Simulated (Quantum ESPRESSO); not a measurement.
# Al(110), stepped through the number of layers, part 3 of 8

What law, if any, do the results for Al(110) follow against the number of layers?

Quantum ESPRESSO 7.5; plane-wave DFT, PBE, GBRV ultrasoft pseudopotentials.

So far. Step 2 (Relaxing cell and ions of the reference):  The last row is no step: it is a fresh SCF in the final cell with a new plane-wave basis, +0 meV from the row before.

### Step 4. Relaxing the ions, 4 layers (continued)

The steps of the relaxation:

```
step  energy less that of the first step (eV)  largest force (eV/Å)
   1                                   0.0000                0.1881
   2                                  -0.0022                0.1789
   3                                  -0.0043                0.1689
   4                                  -0.0073                0.1538
   5                                  -0.0111                0.1310
   6                                  -0.0153                0.0961
   7                                  -0.0186                0.0415
   8                                  -0.0190                0.0261
   9                                  -0.0191                0.0239
```

The atoms that moved most (Å):

| atom | dx | dy | dz | length |
| --- | --- | --- | --- | --- |
| Al1 | 0.000 | 0.000 | 0.071 | 0.071 |
| Al4 | 0.000 | 0.000 | -0.071 | 0.071 |
| Al2 | 0.000 | 0.000 | -0.043 | 0.043 |
| Al3 | 0.000 | 0.000 | 0.043 | 0.043 |

The relaxed structure:

```cif
data_structure
_symmetry_space_group_name_H-M 'P 1'
_symmetry_Int_Tables_number 1
_cell_length_a 4.0395
_cell_length_b 2.8564
_cell_length_c 20.2433
_cell_angle_alpha 90.000
_cell_angle_beta 90.000
_cell_angle_gamma 90.000
_cell_volume 233.58
loop_
_atom_site_label
_atom_site_type_symbol
_atom_site_fract_x
_atom_site_fract_y
_atom_site_fract_z
_atom_site_occupancy
Al1 Al 0.50000 0.50000 0.39766 1
Al2 Al 0.00000 0.00000 0.46260 1
Al3 Al 0.50000 0.50000 0.53740 1
Al4 Al 0.00000 0.00000 0.60234 1
```

The relaxation lowers the energy by 5 meV an atom.

Numbers from this step:

```
free energy  : -363.7256 eV
Fermi energy : -0.6865 eV
```

### Step 5. Self-consistent run, 4 layers

A run under open boundaries on these atoms gives the vacuum levels.

Contents of m0.esm.in:

```
&control
  prefix = 'm0.esm'
  outdir = './out'
  pseudo_dir = './pseudo'
  calculation = 'scf'
  tprnfor = .true.
/
&system
  ibrav = 0
  nat = 4
  ntyp = 1
  ecutwfc = 40
  ecutrho = 200
  occupations = 'smearing'
  smearing = 'mv'
  degauss = 0.02
  assume_isolated = 'esm'
  esm_bc = 'bc1'
/
&electrons
  conv_thr = 1e-08
  mixing_beta = 0.25
  electron_maxstep = 160
  mixing_mode = 'local-TF'
  mixing_ndim = 12
/
ATOMIC_SPECIES
  Al  26.9815  al_pbe_v1.uspp.F.UPF
CELL_PARAMETERS angstrom
  4.03954959800000 0.00000000000000 0.00000000000000
  0.00000000000000 2.85639291368519 0.00000000000000
  0.00000000000000 0.00000000000000 20.24330383176236
ATOMIC_POSITIONS crystal
  Al  0.500000000000 0.500000000000 -0.102339185600
  Al  0.000000000000 0.000000000000 -0.037401059700
  Al  0.500000000000 0.500000000000 0.037401059700
  Al  0.000000000000 0.000000000000 0.102339185600
K_POINTS automatic
  8 12 1 0 0 0
```

Command:

```console
$ OMP_NUM_THREADS=1 mpirun -n 4 pw.x -nk 4 -in m0.esm.in > m0.esm.out
```

What it wrote:

```text
[banner, memory and clock lines left out]
Program PWSCF v.7.5 starts
[citation notice left out]

[...]
Message from routine setup:
[...]
bravais-lattice index     =            0
     lattice parameter (alat)  =       7.6336  a.u.
     unit-cell volume          =    1576.2637 (a.u.)^3
     number of atoms/cell      =            4
     number of atomic types    =            1
     number of electrons       =        12.00
     number of Kohn-Sham states=           10
     kinetic-energy cutoff     =      40.0000  Ry
     charge density cutoff     =     200.0000  Ry
     scf convergence threshold =      1.0E-08
     mixing beta               =       0.2500
     number of iterations used =           12  local-TF  mixing
     Exchange-correlation= SLA  PW   PBE  PBE
                           (   1   4   3   4   0   0   0)

     Effective Screening Medium Method
     Boundary Conditions: Vacuum-Slab-Vacuum
     total charge in unit cell        =   0.0000
     grid points for fit at edges     =        4

[...]
PseudoPot. # 1 for Al read from file:
     ./pseudo/al_pbe_v1.uspp.F.UPF
     Pseudo is Ultrasoft + core correction, Zval =  3.0
     Generated by new atomic code, or converted to UPF format
     Using radial grid of  893 points,  3 beta functions with:
                l(1) =   0
                l(2) =   1
                l(3) =   2
     Q(r) pseudized with  8 coefficients,  rinner =    0.900   0.900   0.900
                                                       0.900   0.900

     atomic species   valence    mass     pseudopotential
     Al                3.00    26.98150     Al( 1.00)

      8 Sym. Ops., with inversion, found ( 4 have fractional translation)

[...]
number of k points=    35  Marzari-Vanderbilt smearing, width (Ry)=  0.0200
[...]
Dense  grid:    75175 G-vectors     FFT dimensions: (  36,  30, 180)

     Smooth grid:    53877 G-vectors     FFT dimensions: (  32,  24, 160)

     Initial potential from superposition of free atoms

     starting charge      11.9901, renormalised to      12.0000

     negative rho (up, down):  1.810E-04 0.000E+00
     Starting wfcs are   16 randomized atomic wfcs

     per-process dynamical memory:    52.4 Mb

     Self-consistent Calculation

     iteration #  1     ecut=    40.00 Ry     beta= 0.25
     Davidson diagonalization with overlap
     ethr =  1.00E-02,  avg # of iterations =  4.5

     Threshold (ethr) on eigenvalues was too large:
     Diagonalizing with lowered threshold

     Davidson diagonalization with overlap
     ethr =  7.76E-04,  avg # of iterations =  6.7

     negative rho (up, down):  1.291E-05 0.000E+00

     total energy              =     -26.76107319 Ry
     estimated scf accuracy    <       0.21310880 Ry

     iteration #  2     ecut=    40.00 Ry     beta= 0.25
[...]
negative rho (up, down):  3.572E-03 0.000E+00

[...]
total energy              =     -26.69995482 Ry
     estimated scf accuracy    <       0.16721463 Ry

     iteration #  3     ecut=    40.00 Ry     beta= 0.25
[...]
total energy              =     -26.72481526 Ry
     estimated scf accuracy    <       0.01304659 Ry

     iteration #  4     ecut=    40.00 Ry     beta= 0.25
[...]
negative rho (up, down):  2.551E-06 0.000E+00

[...]
total energy              =     -26.73240325 Ry
     estimated scf accuracy    <       0.01064395 Ry

     iteration #  5     ecut=    40.00 Ry     beta= 0.25
[...]
negative rho (up, down):  1.470E-04 0.000E+00

[...]
total energy              =     -26.73034461 Ry
     estimated scf accuracy    <       0.00723650 Ry

     iteration #  6     ecut=    40.00 Ry     beta= 0.25
[...]
c_bands:  1 eigenvalues not converged
     c_bands:  2 eigenvalues not converged
     c_bands:  1 eigenvalues not converged
[...]
negative rho (up, down):  1.730E-04 0.000E+00

[...]
total energy              =     -26.72959341 Ry
     estimated scf accuracy    <       0.01340937 Ry

[...]
iteration # 40     ecut=    40.00 Ry     beta= 0.25
[...]
negative rho (up, down):  1.950E-04 0.000E+00

[...]
total energy              =     -26.73333910 Ry
     estimated scf accuracy    <       0.00000246 Ry

     iteration # 41     ecut=    40.00 Ry     beta= 0.25
[...]
negative rho (up, down):  1.991E-04 0.000E+00

[...]
total energy              =     -26.73334125 Ry
     estimated scf accuracy    <       0.00000003 Ry

     iteration # 42     ecut=    40.00 Ry     beta= 0.25
[...]
negative rho (up, down):  2.017E-04 0.000E+00

[...]
total energy              =     -26.73334144 Ry
     estimated scf accuracy    <       0.00000002 Ry

     iteration # 43     ecut=    40.00 Ry     beta= 0.25
[...]
negative rho (up, down):  2.100E-04 0.000E+00

[...]
End of self-consistent calculation

          k = 0.0000 0.0000 0.0000 (  6817 PWs)   bands (ev):

   -14.4279 -11.9982  -8.5514  -6.2786  -5.4533  -4.6977  -4.0143  -2.7469
    -1.7742  -0.3247

          k = 0.0000 0.1179 0.0000 (  6791 PWs)   bands (ev):

   -14.3023 -11.8738  -8.4292  -6.1621  -5.3392  -4.5788  -3.8987  -2.6286
    -1.6781  -0.3710

[...]
the Fermi energy is    -4.1525 ev

!    total energy              =     -26.73334203 Ry
     estimated scf accuracy    <          2.9E-09 Ry
     smearing contrib. (-TS)   =      -0.00075730 Ry
     internal energy E=F+TS    =     -26.73258473 Ry

     The total energy is F=E-TS. E is the sum of the following terms:
     one-electron contribution =     170.93879510 Ry
     hartree contribution      =     -84.77939703 Ry
     xc contribution           =     -16.88697846 Ry
     ewald contribution        =     -96.00500434 Ry

     convergence has been achieved in  43 iterations

     negative rho (up, down):  2.100E-04 0.000E+00

     Forces acting on atoms (cartesian axes, Ry/au):

     atom    1 type  1   force =     0.00000000    0.00000000    0.00047935
     atom    2 type  1   force =     0.00000000    0.00000000    0.00093131
     atom    3 type  1   force =     0.00000000    0.00000000   -0.00093131
     atom    4 type  1   force =     0.00000000    0.00000000   -0.00047935

     Total force =     0.001481     Total SCF correction =     0.000013

[...]
```

Wall time 58 s (4 MPI ranks of Arm Neoverse V1, shared host); peak memory 0.42 GiB; 3.8 min of CPU time.

Numbers from this step:

| Quantity | Value |
| --- | --- |
| Fermi energy | -4.152 eV |
| vacuum line at the lower end of the cell, over the Fermi level | 4.152 eV |
| vacuum line at the upper end of the cell, over the Fermi level | 4.153 eV |

The potential energy, planar mean oscillates, so the rows of the table below give means over windows of 1 Å about each position, cut where the curve ends. Its maxima inside the range that stand out by 2 % of the span (Å: eV): -1.5: -6.38, 0.0: -4.35, 1.5: -6.38. Its minima: -2.0: -8.21, -0.8: -8.45, 0.8: -8.45, 2.0: -8.21.

Electrostatic potential energy of an electron; zero at the Fermi level. Potential energy, planar mean against z; means over each step:

| z (Å) | potential energy, planar mean (eV) |
| --- | --- |
| -10 | 4.15 |
| -9 | 4.15 |
| -8 | 4.15 |
| -7 | 4.15 |
| -6 | 4.15 |
| -5 | 4.12 |
| -4 | 3.76 |
| -3 | 0.363 |
| -2 | -7.11 |
| -1 | -7.49 |
| 0 | -5.54 |
| 1 | -7.49 |
| 2 | -7.11 |
| 3 | 0.363 |
| 4 | 3.76 |
| 5 | 4.12 |
| 6 | 4.15 |
| 7 | 4.15 |
| 8 | 4.15 |
| 9 | 4.15 |
| 10 | 4.15 |

The vacuum levels are read from the outermost 0.7 Å of the cell on either side.

Inside the slab this potential holds the local part of the pseudopotentials, which can be repulsive at the nuclei; only its value in the vacuum has a meaning of its own.

(Part 3 of 8 ends here.)

[Logs are printed without paths, hosts, clocks, repeated set-up lines and the standing remarks that a program may print on its own settings, such as how far it seeks lower states.]

[Hosts, paths, dates, database ids (printed as entryN), source tags and the programs' standing remarks are cut or masked in the printed files.]

[Maps of the electrostatic potential energy from Ansatz leave out the sawtooth potential of an applied field or a dipole correction, so their vacuum need not be flat; planar profiles and work functions include it.]
